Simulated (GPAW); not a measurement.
# Magnetic state of Fe2 V6 Fe2 001 from several starts

A self-consistent run ends on one state, which hangs on the start. Several orders of Fe2 V6 Fe2 001 are started in GPAW and their energies compared.

Calculated with GPAW 26.7.0; PBE; plane waves with GPAW's PAW setups, scalar-relativistic.

## Step 1: The structure

The cell holds 10 atoms: 4 Fe and 6 V. Cell: a = 3.024 Å, b = 3.024 Å, c = 24.945 Å, α = 90.0°, β = 90.0°, γ = 90.0°. ideal sites on the substrate's mesh, layer spacings from atomic volumes, unrelaxed, 12 A of vacuum. Vacuum lies along c.

## Step 2: Start 1: ferro ++++

The parallel start comes first: it fits the smallest cell, keeps the most symmetry and shows whether parallel moments form.

The input, order1.py:

```python
import json
import numpy as np
from ase import Atoms
from ase.parallel import paropen, parprint
from gpaw import GPAW

atoms = Atoms(['Fe', 'Fe', 'V', 'V', 'V', 'V', 'V', 'V', 'Fe', 'Fe'],
    cell=[[3.024, 0.0, 0.0],
         [0.0, 3.024, 0.0],
         [0.0, 0.0, 24.9454]],
    scaled_positions=[[0.0, 0.0, 0.240526],
         [0.5, 0.5, 0.292254],
         [0.0, 0.0, 0.348432],
         [0.5, 0.5, 0.409059],
         [0.0, 0.0, 0.469686],
         [0.5, 0.5, 0.530314],
         [0.0, 0.0, 0.590941],
         [0.5, 0.5, 0.651568],
         [0.0, 0.0, 0.707746],
         [0.5, 0.5, 0.759474]],
    pbc=True,
    magmoms=[2.6, 2.6, 0.0, 0.0, 0.0, 0.0, 0.0, 0.0, 2.6, 2.6])
atoms.calc = GPAW(mode={'name': 'pw', 'ecut': 450},
    xc='PBE',
    kpts={'size': (20, 20, 1), 'gamma': True},
    occupations={'name': 'fermi-dirac', 'width': 0.05},
    convergence={'density': 1e-05, 'energy': 1e-05},
    maxiter=250,
    mixer={'name': 'pulay', 'beta': 0.03, 'nmaxold': 8, 'weight': 100},
    symmetry={'tolerance': 1e-4},
    txt='order1.txt')
e = atoms.get_potential_energy(force_consistent=True)
res = {'free_energy': e, 'energy_sigma0': atoms.get_potential_energy(), 'fermi_energy': atoms.calc.get_fermi_level()}
res['moments'] = atoms.get_magnetic_moments().tolist()
res['total'] = atoms.get_magnetic_moment()
parprint('site moments (muB):', np.round(res['moments'], 3))
parprint(f"total moment: {res['total']:.3f} muB")
parprint(f'free energy: {e:.6f} eV')
atoms.calc.write('order1.gpw')
with paropen('results.json', 'w') as f:
    json.dump(res, f)
```

On the command line:

```bash
$ OMP_NUM_THREADS=1 mpirun -n 4 gpaw python order1.py > order1.log
```

Numbers of over 12 decimals in the logs are rounded to 6 here.

Log:

```text
site moments (muB): [ 2.943  1.958 -0.467 -0.057 -0.04  -0.04  -0.057 -0.467  1.958  2.943]
total moment: 8.664 muB
free energy: -84.594560 eV

--- order1.txt ---
Input parameters:
  mode=PW(ecut=450),
  convergence={'density': 1e-05, 'energy': 1e-05},
  kpts=MonkhorstPack(size=(20, 20, 1), gamma=True),
  maxiter=250,
  mixer=Pulay(name='pulay', nmaxold=8, beta=0.03, weight=100, sigma=0.015, g_ss=None),
  occupations=Occupations(name='fermi-dirac', width=0.05),
  symmetry=Symmetry(tolerance=0.0001),
  xc=XC(name='PBE')

Diagonalizing LCAO Hamiltonian
Converting LCAO to pw mode
   .------.
  /|      |
 * |      |
 | |      |
 | |      |
 | |      |
 | |      |
 | |      |
 | | Fe   |
 | |      |
 | |      |
 Fe|      |
 | | V    |
 | |      |
 | |      |
 V |      |
 | | V    |
 | |      |
 V |      |
 | | V    |
 | |      |
 | |      |
 V |      |
 | | Fe   |
 | |      |
 | |      |
 Fe|      |
 | |      |
 | |      |
 | |      |
 | |      |
 | .------.
 |/      /
 *------*

Atoms  # Å, Bohr magnetons
|   | symbol |        x |        y |         z |    initial magnetic moments |
|---|--------|----------|----------|-----------|-----------------------------|
| 0 |     Fe | 0.000000 | 0.000000 |  6.000017 | ( 0.0000,  0.0000,  2.6000) |
| 1 |     Fe | 1.512000 | 1.512000 |  7.290393 | ( 0.0000,  0.0000,  2.6000) |
| 2 |      V | 0.000000 | 0.000000 |  8.691776 | ( 0.0000,  0.0000,  0.0000) |
| 3 |      V | 1.512000 | 1.512000 | 10.204140 | ( 0.0000,  0.0000,  0.0000) |
| 4 |      V | 0.000000 | 0.000000 | 11.716505 | ( 0.0000,  0.0000,  0.0000) |
| 5 |      V | 1.512000 | 1.512000 | 13.228895 | ( 0.0000,  0.0000,  0.0000) |
| 6 |      V | 0.000000 | 0.000000 | 14.741260 | ( 0.0000,  0.0000,  0.0000) |
| 7 |      V | 1.512000 | 1.512000 | 16.253624 | ( 0.0000,  0.0000,  0.0000) |
| 8 |     Fe | 0.000000 | 0.000000 | 17.655007 | ( 0.0000,  0.0000,  2.6000) |
| 9 |     Fe | 1.512000 | 1.512000 | 18.945383 | ( 0.0000,  0.0000,  2.6000) |

Unit cell  # Å
| periodic |        x |        y |         z |   lengths |    angles |
|----------|----------|----------|-----------|-----------|-----------|
|      yes | 3.024000 | 0.000000 |  0.000000 |  3.024000 | 90.000000 |
|      yes | 0.000000 | 3.024000 |  0.000000 |  3.024000 | 90.000000 |
|      yes | 0.000000 | 0.000000 | 24.945400 | 24.945400 | 90.000000 |

Number of symmetries: 8

BZ-sampling:
  Number of BZ points: 400
  Number of IBZ points: 66

  Monkhorst-Pack size: [20, 20, 1]
  Monkhorst-Pack shift: [0.025, 0.025, 0.0]

K-points  # in reciprocal-cell coordinates
|     |                                coordinates |     weight |
|-----|--------------------------------------------|------------|
|   0 | ( -0.00000000,  -0.00000000,   0.00000000) | 0.00250000 |
|   1 | (  0.05000000,  -0.00000000,   0.00000000) | 0.01000000 |
|   2 | (  0.05000000,   0.05000000,   0.00000000) | 0.01000000 |
|   3 | (  0.10000000,  -0.00000000,   0.00000000) | 0.01000000 |
|   4 | (  0.10000000,   0.05000000,   0.00000000) | 0.02000000 |
|   5 | (  0.10000000,   0.10000000,   0.00000000) | 0.01000000 |
|   6 | (  0.15000000,  -0.00000000,   0.00000000) | 0.01000000 |
|   7 | (  0.15000000,   0.05000000,   0.00000000) | 0.02000000 |
|   8 | (  0.15000000,   0.10000000,   0.00000000) | 0.02000000 |
|   9 | (  0.15000000,   0.15000000,   0.00000000) | 0.01000000 |
| ... |                                            |            |
|  65 | (  0.50000000,   0.50000000,   0.00000000) | 0.00250000 |

Plane wave coefficients: 4999
Cutoff: 450.000000 eV

Spin-components: 2 (collinear spins)
Bands:           77
Projectors:      60
Spin-degeneracy: 1
Datatype:        complex128

Parallelization:
  kpt:    4
  domain: 1
  band:   1

Density:
  Valence electrons: 110.0
  Components: 2
  Grid points: [ 15  15 125]
  Charge: 0.0  # |e|

Potential:
  Grid points: [ 15  15 125]

species:
  Fe:
    name:    Iron
    Z:       26.0
    valence: 8
    core:    18
    charge:  0.0  # [|e|]
    compensation charges:
      type: gauss
      rc: 0.33  # [Å]
      lmax: 2
    cutoffs:
      filter: 2.06  # [Å]
      core: 2.67  # [Å]
    projectors
    | kind |    occ | energy [eV] | rcut [Å] |
    |------|--------|-------------|----------|
    |   4s |  2.000 |      -5.291 |    1.164 |
    |   4p |  0.000 |      -1.326 |    1.058 |
    |   3d |  6.000 |      -7.505 |    1.058 |
    |    s |        |      21.920 |    1.164 |
    |    p |        |      25.885 |    1.058 |
    |    d |        |      19.706 |    1.058 |

    Using partial waves for Fe as LCAO basis

  V:
    name:    Vanadium
    Z:       23.0
    valence: 13
    core:    10
    charge:  0.0  # [|e|]
    compensation charges:
      type: gauss
      rc: 0.37  # [Å]
      lmax: 2
    cutoffs:
      filter: 2.14  # [Å]
      core: 0.96  # [Å]
    projectors
    | kind |    occ | energy [eV] | rcut [Å] |
    |------|--------|-------------|----------|
    |   3s |  2.000 |     -70.222 |    1.254 |
    |   4s |  2.000 |      -4.702 |    1.254 |
    |   3p |  6.000 |     -44.043 |    1.281 |
    |   4p |  0.000 |      -1.444 |    1.281 |
    |   3d |  3.000 |      -5.164 |    1.169 |
    |    d |        |      22.047 |    1.169 |

    Using partial waves for V as LCAO basis

Reference energy: -293400.791772  # eV

eigensolver:
  PPCG
  Converge bands: occupied
  niter=2

density mixing:
  Pulay-Mixer
  Linear mixing parameters: 0.03
  Old densities: 8
  Fourier metric: weight=100, sigma=0.015

occupation numbers:
  Fermi-Dirac:
    width: 0.0500  # eV

poisson solver:
  ecut: 3600.000000  # eV

xc functional:
  name: PBE with 2 nearest neighbor stencil

convergence criteria:
- Maximum integral of absolute [dens]ity change: 1e-05 electrons / valence electron
- Maximum [total energy] change in last 3 cyles: 1e-05 eV / valence electron
- Maximum integral of absolute [eigenst]ate change: 4e-08 eV^2 / valence electron
maximum number of iterations: 250

SCF iterations
|iter     |      energy | eigst |  dens |  magmom |
|---------|-------------|-------|-------|---------|
|iter:   1|       0s |  -94.444034 | +0.70 |       | +10.4268|
|iter:   2|      21s | -104.550642 | +0.14 | -0.87 | +10.4198|
|iter:   3|      43s |  -87.276494 | -0.73 | -0.55 | +10.3368|
|iter:   4|      64s |  -86.653708 | -1.62 | -1.06 | +10.3110|
|iter:   5|      86s |  -85.315150 | -1.28 | -1.07 | +10.1902|
|iter:   6|     107s |  -84.572336 | -1.05 | -1.13 | +10.0917|
|iter:   7|     128s |  -84.517813 | -1.57 | -1.25 | +10.0295|
|iter:   8|     150s |  -84.592907 | -2.13 | -1.28 |  +9.9943|
|iter:   9|     171s |  -84.211396 | -1.82 | -1.25 |  +9.9268|
|iter:  10|     193s |  -84.145504 | -2.20 | -1.35 |  +9.8732|
[... 51 iterations left out ...]
|iter:  62|    1182s |  -84.540265c| -7.82c| -4.43 |  +8.6681|
|iter:  63|    1192s |  -84.540268c| -7.59c| -4.47 |  +8.6672|
|iter:  64|    1204s |  -84.540272c| -7.47c| -4.56 |  +8.6660|
|iter:  65|    1224s |  -84.540273c| -7.58c| -4.70 |  +8.6656|
|iter:  66|    1234s |  -84.540274c| -7.90c| -4.75 |  +8.6654|
|iter:  67|    1244s |  -84.540275c| -7.99c| -4.77 |  +8.6650|
|iter:  68|    1254s |  -84.540276c| -8.02c| -4.82 |  +8.6647|
|iter:  69|    1265s |  -84.540276c| -7.96c| -4.89 |  +8.6645|
|iter:  70|    1275s |  -84.540277c| -8.13c| -4.96 |  +8.6643|
|iter:  71|    1285s |  -84.540277c| -8.11c| -5.02c|  +8.6641|

Converged in 71 steps
Energy contributions relative to reference atoms: (reference = -293400.791772)

Energy contributions:
  Kinetic:           2.919311
  Coulomb:          -6.710397
  Zero:              1.383564
  External:          0.000000
  Xc:              -82.078474
  Entropy:          -0.108565
  Spinorbit:         0.000000
  ----------------------------
  Free energy:     -84.594560
  Extrapolated:    -84.540277

dipole moment: (-36.741305, -36.741305, -0.000491)  # |e|*Ang

Total magnetic moment: (0.000000, 0.000000, 8.664110)

Local magnetic moments
|        x |        y |         z |
|----------|----------|-----------|
| 0.000000 | 0.000000 |  2.942889 |  # Fe   0
| 0.000000 | 0.000000 |  1.957596 |  # Fe   1
| 0.000000 | 0.000000 | -0.466668 |  # V    2
| 0.000000 | 0.000000 | -0.056902 |  # V    3
| 0.000000 | 0.000000 | -0.040483 |  # V    4
| 0.000000 | 0.000000 | -0.040481 |  # V    5
| 0.000000 | 0.000000 | -0.056902 |  # V    6
| 0.000000 | 0.000000 | -0.466670 |  # V    7
| 0.000000 | 0.000000 |  1.957592 |  # Fe   8
| 0.000000 | 0.000000 |  2.942886 |  # Fe   9

Fermi level: 3.898
Eigenvalues  # (at kpt = [-0.000, -0.000, 0.000])
| band index |      eig [eV] | occ [0-1] |      eig [eV] | occ [0-1] |
|------------|---------------|-----------|---------------|-----------|
|          0 |       -59.906 |     1.000 |       -60.320 |     1.000 |
|        ... |               |           |               |           |
|         43 |         1.492 |     1.000 |         3.637 |     0.995 |
|         44 |         1.700 |     1.000 |         3.637 |     0.995 |
|         45 |         1.968 |     1.000 |         3.673 |     0.989 |
|         46 |         1.977 |     1.000 |         3.936 |     0.318 |
|         47 |         2.283 |     1.000 |         3.936 |     0.318 |
|         48 |         2.459 |     1.000 |         3.954 |     0.245 |
|         49 |         2.459 |     1.000 |         3.954 |     0.245 |
|         50 |         2.459 |     1.000 |         4.114 |     0.013 |
|         51 |         2.459 |     1.000 |         4.118 |     0.012 |
|         52 |         2.980 |     1.000 |         4.293 |     0.000 |
|         53 |         2.981 |     1.000 |         4.293 |     0.000 |
|         54 |         3.181 |     1.000 |         4.395 |     0.000 |
|         55 |         4.228 |     0.001 |         4.453 |     0.000 |
|         56 |         4.304 |     0.000 |         4.498 |     0.000 |
|         57 |         4.304 |     0.000 |         4.498 |     0.000 |
|        ... |               |           |               |           |
|         76 |         6.884 |     0.000 |         6.747 |     0.000 |

No gap
No difference between direct/indirect transitions
```

Elapsed: 22 min, on 4 MPI ranks of Arm Neoverse V1, shared host; peak memory 1.8 GiB; 88 min of CPU time.

Spin moment in the augmentation sphere by atom:

| atom | spin moment in the augmentation sphere (μB) |
| --- | --- |
| Fe1 | 2.94 |
| Fe2 | 1.96 |
| V3 | -0.47 |
| V4 | -0.06 |
| V5 | -0.04 |
| V6 | -0.04 |
| V7 | -0.06 |
| V8 | -0.47 |
| Fe9 | 1.96 |
| Fe10 | 2.94 |

This step gave:

| Quantity | Value |
| --- | --- |
| magnetization | 8.664 μB |
| final state | ferrimagnetic |

After 71 cycles the largest moment stands at 2.94 μB.

(Continued in part 2 of 2.)

[Logs and program files are shortened in this print: banners, set-up blocks, solver, clock and traceback lines can be left out without a mark of their own.]

[Logs are printed without paths, hosts, clocks, repeated set-up lines and the standing remarks that a program may print on its own settings, such as how far it seeks lower states.]

[Hosts, paths, dates, database ids (printed as entryN), source tags and the programs' standing remarks are cut or masked in the printed files.]

[Where a cell is said to come from a database of computed structures, the database is the Materials Project.]
